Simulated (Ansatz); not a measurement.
**Ba on Ir(111): change of the work function**

How does Ba on the fcc site change the work function of Ir(111) as the layer fills?

Main program and level: Ansatz 0.2.0; plane-wave DFT, PBEsol, Ansatz PAW.

## (1) Set-up

The cell holds 4 atoms: 4 Ir. Its edges and angles: a = 2.715 Å, b = 2.715 Å, c = 24.651 Å, α = 90.0°, β = 90.0°, γ = 60.0°. Vacuum lies along c.

## (2) The clean slab

The bare slab comes first, as the zero from which every change is counted. The two lowest layers are held at bulk places and the upper ones relax. The dipole correction removes the false field that a one-sided slab makes across the periodic vacuum, so each face gets a flat vacuum level of its own.

Contents of input.yaml:

```yaml
crystal:
  lattice:
    - [2.7152900398, 0.0, 0.0]
    - [1.3576450199, 2.3515101531, 0.0]
    - [0.0, 0.0, 24.6510751011]
  atoms:
    - { symbol: Ir, position: [0.0, 0.0, 0.3650956383] }
    - { symbol: Ir, position: [0.3333333333, 0.3333333333, 0.4550318794] }
    - { symbol: Ir, position: [0.6666666667, 0.6666666667, 0.5449681206] }
    - { symbol: Ir, position: [0.0, 0.0, 0.6349043617] }
kpoints:
  mp_grid: { grid: [13, 13, 1] }
hamiltonian:
  xc: pbesol
scf:
  occupations: { method: fermi_dirac, width: 0.1 }
  convergence: { dr2_threshold: 1.0e-08 }
efield:
  axis: 3
  dipole_correction: true
  ramp_position: 0.97
  ramp_width: 0.06
relax:
  f_tol: 0.02
  max_steps: 60
  constraints: [{ sites: [0, 1] }]
output:
  write_potential: true
  write_density: true
  volumetric_format: npy
```

Command:

```
$ ansatz run input.yaml --threads 4 --pin off --max-ram 12288MiB --backend cpu --events-out ev --progress --plain --runs-dir out
```

Numbers of over 12 decimals in the logs are rounded to 6 here.

The log of the run:

```text
Engine: ansatz 0.2.0, aarch64-unknown-linux-gnu
Pseudopotentials: kind: paw
Pseudopotential: Ir, paw, valence charge 17, recommended cutoff 420 eV (normal), Ir.paw.azcp
Functional definition: PBEsol
  exchange = pbesol_x
  correlation = pbesol_c
Crystal: 4 atoms, lattice volume = 157.398 Å³
Basis set: ecut = 420 eV, 3101 PW (Γ), exchange–correlation on 40×40×360 points (8 copies of the dense FFT grid, shifted against one another)
Bands: 41, of which v1, the nominal top of the filled ones, is band 34 counted from 1 (33 counted from 0)
Symmetry: 6 space group operations
k-points: 21 of 169 (time reversal used)
Non-local potential: Ir, projectors of the file, l = 0: 3, l = 1: 2, l = 2: 2, l = 3: 1
PAW form: soft (Blöchl's): semilocal exchange-correlation on the pseudo side does not see the compensation charge
PAW frozen core: Ir, regenerated for the run's functional, and the local potential with it (the file was generated under x = pbe(κ = 0.804, μ = 0.219515), c = pbe(β = 0.066725))
PAW one-centre angular grid: Ir, 590 points (default); XC on 64 Gauss nodes
Initial density: superposition of atomic densities (neutral atoms: chi_scale 0, normalization atom), corrected by the library's trained network
Initial wavefunctions: pseudopotential atomic-orbital guess
Functional: x = pbesol(κ = 0.804, μ = 0.123457), c = pbesol(β = 0.046)
SCF iter   1: F=—  HF=-47194.067055 eV  |F-HF|=—  |Δ(HF+E_count)|=         —  Δρ=8.04e-3  dr2=5.03e-1  ethr=1.77e-3  p=0.000 e·Å  D=9.34e-15 V/Å  ΔV_dip=-0.00 eV  dr2_dipole=5.02e-7  V_vac-E_F(+/−)=5.31/5.31 eV  ⟨swp⟩=8.1  Hψ=4042  notcnv=0  defer=2
efield: sawtooth ramp at fractional position 0.9700 (set: `efield.ramp_position`, or a place that a band, a saddle search or an elastic batch's reference lends), width 0.0600; the density the first Hamiltonian is built on has a dipole p = 0.000 e·Å; the dipole correction subtracts the counter field D = 9.34e-15 V/Å, which shifts the + side's vacuum level by -0.00 eV against the − side's; the planar-averaged density in the ramp window peaks in size at 1.1e-5 e/Å³
preconditioner: auto → LDOS  [metal: Δε(μ)=0.055 eV  Ē_g=6.309 eV  σ=0.100 eV  W_gap=0.14  n_scr=18 (ndim 8)  ℏωp=17.8 eV  f_vac=0.579  D(μ)=4.55/eV (n_scr^D=16)  β→1.0]
SCF iter   2: F=—  HF=-47194.052837 eV  |F-HF|=—  |Δ(HF+E_count)|=   1.42e-2  Δρ=3.58e-3  dr2=2.08e-2  ethr=7.39e-4  p=0.000 e·Å  D=1.47e-5 V/Å  ΔV_dip=-0.00 eV  dr2_dipole=9.46e-7  V_vac-E_F(+/−)=5.57/5.57 eV  ⟨swp⟩=2.3  Hψ=1266  notcnv=0  defer=4
SCF iter   3: F=—  HF=-47194.048633 eV  |F-HF|=—  |Δ(HF+E_count)|=   4.20e-3  Δρ=1.77e-3  dr2=6.91e-3  ethr=3.05e-5  p=0.000 e·Å  D=4.11e-6 V/Å  ΔV_dip=-0.00 eV  dr2_dipole=9.32e-9  V_vac-E_F(+/−)=5.64/5.64 eV  ⟨swp⟩=3.7  Hψ=2116  notcnv=0  defer=4
SCF iter   4: F=—  HF=-47194.047056 eV  |F-HF|=—  |Δ(HF+E_count)|=   1.58e-3  Δρ=5.52e-4  dr2=5.65e-4  ethr=1.02e-5  p=0.000 e·Å  D=4.11e-6 V/Å  ΔV_dip=-0.00 eV  dr2_dipole=3.16e-9  V_vac-E_F(+/−)=5.62/5.62 eV  ⟨swp⟩=2.0  Hψ=1229  notcnv=0  defer=4
SCF iter   5: F=—  HF=-47194.046927 eV  |F-HF|=—  |Δ(HF+E_count)|=   1.29e-4  Δρ=9.64e-5  dr2=2.85e-5  ethr=8.31e-7  p=0.000 e·Å  D=3.23e-6 V/Å  ΔV_dip=-0.00 eV  dr2_dipole=4.02e-10  V_vac-E_F(+/−)=5.63/5.63 eV  ⟨swp⟩=2.8  Hψ=1799  notcnv=0  defer=4
SCF iter   6: F=—  HF=-47194.046918 eV  |F-HF|=—  |Δ(HF+E_count)|=   8.36e-6  Δρ=3.02e-5  dr2=2.61e-6  ethr=4.19e-8  p=0.000 e·Å  D=1.89e-6 V/Å  ΔV_dip=-0.00 eV  dr2_dipole=5.34e-11  V_vac-E_F(+/−)=5.63/5.63 eV  ⟨swp⟩=2.5  Hψ=1577  notcnv=0  defer=4
SCF iter   7: F=—  HF=-47194.046910 eV  |F-HF|=—  |Δ(HF+E_count)|=   7.94e-6  Δρ=1.30e-5  dr2=3.14e-7  ethr=3.84e-9  p=0.000 e·Å  D=6.31e-7 V/Å  ΔV_dip=-0.00 eV  dr2_dipole=1.17e-15  V_vac-E_F(+/−)=5.63/5.63 eV  ⟨swp⟩=2.6  Hψ=1420  notcnv=0  defer=4
SCF iter   8: F=—  HF=-47194.046910 eV  |F-HF|=—  |Δ(HF+E_count)|=   6.13e-9  Δρ=2.20e-6  dr2=1.12e-8  ethr=4.62e-10  p=0.000 e·Å  D=1.09e-7 V/Å  ΔV_dip=-0.00 eV  dr2_dipole=2.71e-12  V_vac-E_F(+/−)=5.63/5.63 eV  ⟨swp⟩=2.7  Hψ=1520  notcnv=0  defer=4
SCF iter   9: F=-47194.046910 eV  HF=-47194.046910 eV  |F-HF|=2.58e-9  |Δ(HF+E_count)|=   5.05e-8  Δρ=4.57e-7  dr2=2.57e-10  ethr=1.47e-11  p=0.000 e·Å  D=7.26e-8 V/Å  ΔV_dip=-0.00 eV  dr2_dipole=3.70e-13  V_vac-E_F(+/−)=5.63/5.63 eV  ⟨swp⟩=10.8  Hψ=6434  notcnv=0
SCF 1 converged in 9 iterations: F = -47194.046910 eV  dr2 = 2.57e-10
  greatest PAW one-centre occupation: 1.000 electrons in one spin orbital (limit 2), on the Ir atom at site 1 (counted from 0), in its partial waves of l = 0
relax step   1: F+E_penalty+E_count = -47194.04691042 eV  Δ(F+E_penalty+E_count) = +0.000e0 eV  max|allowed force component| = 5.906e-1 eV/Å  Δτ_max = 0.0000 Å  (9 SCF iters, accepted)
Initial density: handed on by an earlier stage of this run
Initial wavefunctions: those handed on with the density
iter 1 solved again at ethr=2.64e-3 eV; its pass at ethr=3.10e-3 eV (dr2=1.79e0 eV) is discarded
SCF iter   1: F=—  HF=-47194.067820 eV  |F-HF|=—  |Δ(HF+E_count)|=         —  Δρ=1.15e-2  dr2=1.71e0  ethr=2.64e-3  p=0.000 e·Å  D=2.05e-7 V/Å  ΔV_dip=-0.00 eV  dr2_dipole=6.71e-1  V_vac-E_F(+/−)=5.60/5.60 eV  ⟨swp⟩=1.0  Hψ=3529  notcnv=0  defer=1
efield: sawtooth ramp at fractional position 0.9700 (set: `efield.ramp_position`, or a place that a band, a saddle search or an elastic batch's reference lends), width 0.0600; the density the first Hamiltonian is built on has a dipole p = 0.000 e·Å; the dipole correction subtracts the counter field D = 2.05e-7 V/Å, which shifts the + side's vacuum level by -0.00 eV against the − side's; the planar-averaged density in the ramp window peaks in size at 4.0e-6 e/Å³
preconditioner: auto → LDOS  [metal: Δε(μ)=0.013 eV  Ē_g=6.507 eV  σ=0.100 eV  W_gap=0.03  n_scr=18 (ndim 8)  ℏωp=17.8 eV  f_vac=0.587  D(μ)=4.78/eV (n_scr^D=18)  β→1.0]
SCF iter   2: F=—  HF=-47194.046364 eV  |F-HF|=—  |Δ(HF+E_count)|=   2.15e-2  Δρ=3.36e-3  dr2=3.16e-2  ethr=2.52e-3  p=0.007 e·Å  D=7.64e-3 V/Å  ΔV_dip=-0.19 eV  dr2_dipole=2.17e-3  V_vac-E_F(+/−)=5.47/5.66 eV  ⟨swp⟩=2.0  Hψ=933  notcnv=0  defer=1
SCF iter   3: F=—  HF=-47194.039176 eV  |F-HF|=—  |Δ(HF+E_count)|=   7.19e-3  Δρ=2.12e-3  dr2=2.57e-2  ethr=4.65e-5  p=0.001 e·Å  D=1.62e-3 V/Å  ΔV_dip=-0.04 eV  dr2_dipole=6.61e-5  V_vac-E_F(+/−)=5.59/5.63 eV  ⟨swp⟩=2.6  Hψ=1803  notcnv=0  defer=3
SCF iter   4: F=—  HF=-47194.034536 eV  |F-HF|=—  |Δ(HF+E_count)|=   4.64e-3  Δρ=5.44e-4  dr2=1.12e-3  ethr=3.78e-5  p=0.003 e·Å  D=3.82e-3 V/Å  ΔV_dip=-0.09 eV  dr2_dipole=5.67e-5  V_vac-E_F(+/−)=5.54/5.64 eV  ⟨swp⟩=2.0  Hψ=1298  notcnv=0  defer=3
[...]
SCF iter   3: F=—  HF=-47194.075097 eV  |F-HF|=—  |Δ(HF+E_count)|=   4.95e-4  Δρ=1.36e-3  dr2=1.08e-2  ethr=3.89e-6  p=0.002 e·Å  D=2.04e-3 V/Å  ΔV_dip=-0.05 eV  dr2_dipole=8.20e-6  V_vac-E_F(+/−)=5.58/5.63 eV  ⟨swp⟩=3.0  Hψ=1981  notcnv=0  defer=4
SCF iter   4: F=—  HF=-47194.072926 eV  |F-HF|=—  |Δ(HF+E_count)|=   2.17e-3  Δρ=2.49e-4  dr2=2.67e-4  ethr=3.68e-6  p=0.001 e·Å  D=7.60e-4 V/Å  ΔV_dip=-0.02 eV  dr2_dipole=6.28e-7  V_vac-E_F(+/−)=5.61/5.63 eV  ⟨swp⟩=2.1  Hψ=1509  notcnv=0  defer=4
SCF iter   5: F=—  HF=-47194.072907 eV  |F-HF|=—  |Δ(HF+E_count)|=   1.87e-5  Δρ=9.81e-5  dr2=4.20e-5  ethr=9.09e-8  p=0.001 e·Å  D=1.05e-3 V/Å  ΔV_dip=-0.03 eV  dr2_dipole=1.21e-6  V_vac-E_F(+/−)=5.60/5.63 eV  ⟨swp⟩=3.0  Hψ=1926  notcnv=0  defer=4
SCF iter   6: F=—  HF=-47194.072896 eV  |F-HF|=—  |Δ(HF+E_count)|=   1.14e-5  Δρ=3.31e-5  dr2=3.15e-6  ethr=1.43e-8  p=0.001 e·Å  D=1.18e-3 V/Å  ΔV_dip=-0.03 eV  dr2_dipole=1.40e-8  V_vac-E_F(+/−)=5.60/5.63 eV  ⟨swp⟩=3.0  Hψ=1809  notcnv=0  defer=4
SCF iter   7: F=—  HF=-47194.072896 eV  |F-HF|=—  |Δ(HF+E_count)|=   4.95e-7  Δρ=1.07e-5  dr2=3.20e-7  ethr=1.08e-9  p=0.001 e·Å  D=1.23e-3 V/Å  ΔV_dip=-0.03 eV  dr2_dipole=5.40e-10  V_vac-E_F(+/−)=5.60/5.63 eV  ⟨swp⟩=2.8  Hψ=1784  notcnv=0  defer=4
SCF iter   8: F=—  HF=-47194.072897 eV  |F-HF|=—  |Δ(HF+E_count)|=   1.18e-7  Δρ=3.60e-6  dr2=6.58e-8  ethr=1.09e-10  p=0.001 e·Å  D=1.26e-3 V/Å  ΔV_dip=-0.03 eV  dr2_dipole=9.92e-10  V_vac-E_F(+/−)=5.60/5.63 eV  ⟨swp⟩=2.9  Hψ=1727  notcnv=0  defer=4
SCF iter   9: F=-47194.072897 eV  HF=-47194.072897 eV  |F-HF|=6.88e-9  |Δ(HF+E_count)|=   3.55e-8  Δρ=1.03e-6  dr2=2.99e-9  ethr=3.41e-12  p=0.001 e·Å  D=1.28e-3 V/Å  ΔV_dip=-0.03 eV  dr2_dipole=1.03e-10  V_vac-E_F(+/−)=5.60/5.63 eV  ⟨swp⟩=8.8  Hψ=6893  notcnv=0
SCF 3 converged in 9 iterations: F = -47194.072897 eV  dr2 = 2.99e-9
relax step   3: F+E_penalty+E_count = -47194.07289665 eV  Δ(F+E_penalty+E_count) = -2.599e-2 eV  max|allowed force component| = 5.787e-2 eV/Å  Δτ_max = 0.0942 Å  (9 SCF iters, accepted)
SCF iter   1: F=—  HF=-47194.073036 eV  |F-HF|=—  |Δ(HF+E_count)|=         —  Δρ=2.33e-4  dr2=8.69e-4  ethr=6.22e-6  p=0.001 e·Å  D=1.28e-3 V/Å  ΔV_dip=-0.03 eV  dr2_dipole=3.29e-4  V_vac-E_F(+/−)=5.60/5.63 eV  ⟨swp⟩=2.0  Hψ=1366  notcnv=0  defer=4
efield: sawtooth ramp at fractional position 0.9700 (set: `efield.ramp_position`, or a place that a band, a saddle search or an elastic batch's reference lends), width 0.0600; the density the first Hamiltonian is built on has a dipole p = 0.001 e·Å; the dipole correction subtracts the counter field D = 1.28e-3 V/Å, which shifts the + side's vacuum level by -0.03 eV against the − side's; the planar-averaged density in the ramp window peaks in size at 2.8e-6 e/Å³
preconditioner: auto → LDOS  [metal: Δε(μ)=0.042 eV  Ē_g=6.397 eV  σ=0.100 eV  W_gap=0.10  n_scr=18 (ndim 8)  ℏωp=17.8 eV  f_vac=0.584  D(μ)=4.73/eV (n_scr^D=18)  β→1.0]
SCF iter   2: F=—  HF=-47194.073036 eV  |F-HF|=—  |Δ(HF+E_count)|=   3.01e-7  Δρ=1.05e-4  dr2=4.89e-5  ethr=1.28e-6  p=0.001 e·Å  D=1.08e-3 V/Å  ΔV_dip=-0.03 eV  dr2_dipole=4.22e-6  V_vac-E_F(+/−)=5.60/5.63 eV  ⟨swp⟩=2.0  Hψ=1220  notcnv=0  defer=4
SCF iter   3: F=—  HF=-47194.073024 eV  |F-HF|=—  |Δ(HF+E_count)|=   1.21e-5  Δρ=7.14e-5  dr2=2.70e-5  ethr=7.19e-8  p=0.001 e·Å  D=1.23e-3 V/Å  ΔV_dip=-0.03 eV  dr2_dipole=5.76e-8  V_vac-E_F(+/−)=5.60/5.63 eV  ⟨swp⟩=2.8  Hψ=1748  notcnv=0  defer=4
SCF iter   4: F=—  HF=-47194.073012 eV  |F-HF|=—  |Δ(HF+E_count)|=   1.17e-5  Δρ=9.36e-6  dr2=5.64e-7  ethr=3.97e-8  p=0.001 e·Å  D=1.19e-3 V/Å  ΔV_dip=-0.03 eV  dr2_dipole=3.18e-10  V_vac-E_F(+/−)=5.60/5.63 eV  ⟨swp⟩=2.1  Hψ=1290  notcnv=0  defer=4
SCF iter   5: F=—  HF=-47194.073003 eV  |F-HF|=—  |Δ(HF+E_count)|=   8.68e-6  Δρ=4.46e-6  dr2=8.67e-8  ethr=8.29e-10  p=0.001 e·Å  D=1.20e-3 V/Å  ΔV_dip=-0.03 eV  dr2_dipole=4.04e-10  V_vac-E_F(+/−)=5.60/5.63 eV  ⟨swp⟩=2.3  Hψ=1411  notcnv=0  defer=4
SCF iter   6: F=-47194.073003 eV  HF=-47194.073003 eV  |F-HF|=8.48e-9  |Δ(HF+E_count)|=   4.66e-8  Δρ=1.11e-6  dr2=2.87e-9  ethr=1.47e-11  p=0.001 e·Å  D=1.20e-3 V/Å  ΔV_dip=-0.03 eV  dr2_dipole=2.53e-12  V_vac-E_F(+/−)=5.60/5.63 eV  ⟨swp⟩=9.4  Hψ=7033  notcnv=0
SCF 4 converged in 6 iterations: F = -47194.073003 eV  dr2 = 2.87e-9
relax step   4: F+E_penalty+E_count = -47194.07300345 eV  Δ(F+E_penalty+E_count) = -1.068e-4 eV  max|allowed force component| = 1.298e-2 eV/Å  Δτ_max = 0.0029 Å  (6 SCF iters, accepted)
NSCF: frozen V_eff on 21 k-points
the band table was solved once a step of the walk had ended and its energy, with any forces and stress, was formed, with the checks that follow a solve (4181 applications of the Hamiltonian). They found nothing against the state; the energy, forces and stress were not computed again (output.eigenvalues in the input reference)
WARN: The output density's exchange-correlation potential varies sharply where the density is thin. Do not read a vacuum level from v_tot or v_xc, or from such a field of the output density. On a cell that repeats whose density bears no net charge and no dipole along the vacuum's axis use v_es (v_loc + v_h of the components); under efield.dipole_correction with no amplitude use v_es + v_field, which holds any externa [...]
SCF converged after 6 iterations
Free energy (F): -47194.073003 eV
Harris-Foulkes:  -47194.073003 eV  (|F-HF|=8.48e-9)
Internal energy: -47193.919636 eV  (E = F + TS)
E sigma→0 (E₀):  -47193.996320 eV
Entropy (-TS):   -0.153367 eV (-38.342 meV/atom)
Fermi energy:    5.600726 eV
Dipole field:    D = 0.001201 V/Å  (p = 0.001045 e·Å, saw-weighted, corrected)
Work function:   Φ+ = 5.5994 eV   Φ− = 5.6290 eV
Levels:          The Fermi level and band energies are counted from a zero that moves with the ramp; work functions are not
--- Per-component energies (eV) ---
  E_band       = -1684.344649
  E_kinetic    = 2486.478938
  E_local      = -118826.254932  (includes V_loc(G=0)·N_el)
  E_nonlocal   = 304.604355
  E_hartree    = 58241.175161
  E_xc         = -1062.033026
  E_vxc        = -1193.482917  (∫ρ·V_xc dr)
  E_paw        = -36354.832307  (= ΣΔE_a)
  E_vpaw       = -938.043719  (= ΣTr[D̂ρ^β])
  E_aug_tail   = 0.000213  (compensation charges beyond the density's cutoff)
  E_efield     = 0.000001  (sawtooth field / dipole correction)
  E_vefield    = 0.002716  (∫n·V_field dr)
  E_ewald      = 48015.880822
  E_core_change = 1.061139  (= ΣΔE_core)
  E_smearing   = -0.153367  (= −TS)
  E_closure    = 0.000000  (closes the sum)
  Σ components = -47194.073003   (vs F -47194.073003, Δ=0.00e0)
--- Forces (eV/Å), atoms counted from 1 ---
  atom   1  Ir     0.00000000    -0.00000000     0.51173008
  atom   2  Ir    -0.00000000    -0.00000000    -0.50383089
  atom   3  Ir     0.00000000     0.00000000    -0.01298310
  atom   4  Ir     0.00000000     0.00000000     0.00509254
  max |Σ_I F_I| component: 8.63e-6 eV/Å
--- Band table (eV; the first three rows and the last of 21) ---
  k-point 0: bands = [... 30 lower, 2.6953, 4.3725, 4.3725, 4.7380, 4.7380, 4.8798, 5.7197, 5.7197, ... 3 higher]
  k-point 1: bands = [... 30 lower, 2.8674, 4.1569, 4.2173, 4.3161, 4.7942, 4.8012, 5.1394, 5.7184, ... 3 higher]
  k-point 2: bands = [... 30 lower, 3.3509, 3.6025, 3.7823, 4.1134, 4.3466, 4.8376, 5.5913, 5.7152, ... 3 higher]
  k-point 20: bands = [... 30 lower, 4.2927, 4.3452, 5.3427, 5.9243, 6.0565, 6.2932, 10.4390, 11.5945, ... 3 higher]
--- Relaxed structure (4 steps of the walk, 3 accepted, 0 SCFs on fresh bases) ---
  F+E_penalty+E_count = -47194.07300345 eV   max|allowed force component| = 1.298e-2 eV/Å
  atoms:
    - { symbol: Ir, position: [0.0, 0.0, 0.365096] }
    - { symbol: Ir, position: [0.333333, 0.333333, 0.4550318794] }
    - { symbol: Ir, position: [0.666667, 0.666667, 0.543276] }
    - { symbol: Ir, position: [-4.309332150860485e-18, 0, 0.631202] }
```

The job ended after 14 s (4 threads of Arm Neoverse V2, shared host; peak memory 0.45 GiB).

Relaxation path:

```
step  energy less that of the first step (eV)  largest force component (eV/Å)
   1                                   0.0000                          0.5906
   2                                   0.0126                          0.9144
   3                                  -0.0260                          0.0579
   4                                  -0.0261                          0.0130
```

Relaxation step 2 was tried and not accepted.

Forces are held to the 6 operations that the run works with; a distortion that breaks them can't arise in this run.

The atoms that moved most (Å):

```
atom     dx     dy      dz  length
 Ir4  0.000  0.000  -0.091   0.091
 Ir3  0.000  0.000  -0.042   0.042
```

Final coordinates:

```cif
data_structure
_symmetry_space_group_name_H-M 'P 1'
_symmetry_Int_Tables_number 1
_cell_length_a 2.7153
_cell_length_b 2.7153
_cell_length_c 24.6511
_cell_angle_alpha 90.000
_cell_angle_beta 90.000
_cell_angle_gamma 60.000
_cell_volume 157.40
loop_
_atom_site_label
_atom_site_type_symbol
_atom_site_fract_x
_atom_site_fract_y
_atom_site_fract_z
_atom_site_occupancy
Ir1 Ir 0.00000 0.00000 0.36510 1
Ir2 Ir 0.33333 0.33333 0.45503 1
Ir3 Ir 0.66667 0.66667 0.54328 1
Ir4 Ir 0.00000 0.00000 0.63120 1
```

Numbers from this step:

| Item | Value |
| --- | --- |
| energy at zero smearing | -47193.9963 eV |
| work function, upper face | 5.599 eV |
| work function, lower face | 5.629 eV |
| dipole along the normal | 0.001045 e·Å |
| step between the vacuum levels | -0.02961 eV |

Running mean over 2.217 Å of the planar mean; the ramp of the sawtooth is left out. Electron's electrostatic potential energy less the Fermi level against z:

z (Å), electron's electrostatic potential energy less the Fermi level (eV) and a bar from the least value:
```
      3.5        5.6 ##############################
      4.0        5.6 ##############################
      4.5        5.6 ##############################
      5.0        5.6 ##############################
      5.5        5.6 ##############################
      6.0        5.6 ##############################
      6.5        5.3 ##############################
      7.0        4.4 ############################
      7.5        0.9 #######################
      8.0       -5.4 #############
      8.5      -10.7 #####
      9.0      -12.6 ##
      9.5      -13.0 ##
     10.0      -13.2 #
     10.5      -13.3 #
     11.0      -13.5 #
     11.5      -13.7 #
     12.0      -14.0 
     12.5      -14.0 
     13.0      -13.8 
     13.5      -13.7 #
     14.0      -13.9 
     14.5      -13.9 
     15.0      -13.5 #
     15.5      -12.8 ##
     16.0      -11.2 ####
     16.5       -6.2 ############
     17.0        0.2 ######################
     17.5        4.2 ############################
     18.0        5.2 #############################
     18.5        5.5 ##############################
     19.0        5.6 ##############################
     19.5        5.6 ##############################
     20.0        5.6 ##############################
     20.5        5.6 ##############################
     21.0        5.6 ##############################
     21.5        5.6 ##############################
```

The relaxation took 4 steps and lowered the energy by 0.026 eV; the largest force on the free atoms ends at 0.013 eV/Å.

The work function of the upper face is 5.60 eV.

(Continued in part 2 of 5.)

[Logs are printed without paths, hosts, clocks, repeated set-up lines and the standing remarks that a program may print on its own settings, such as how far it seeks lower states.]

[Hosts, paths, dates, database ids (printed as entryN), source tags and the programs' standing remarks are cut or masked in the printed files.]

[Maps of the electrostatic potential energy from Ansatz leave out the sawtooth potential of an applied field or a dipole correction, so their vacuum need not be flat; planar profiles and work functions include it.]
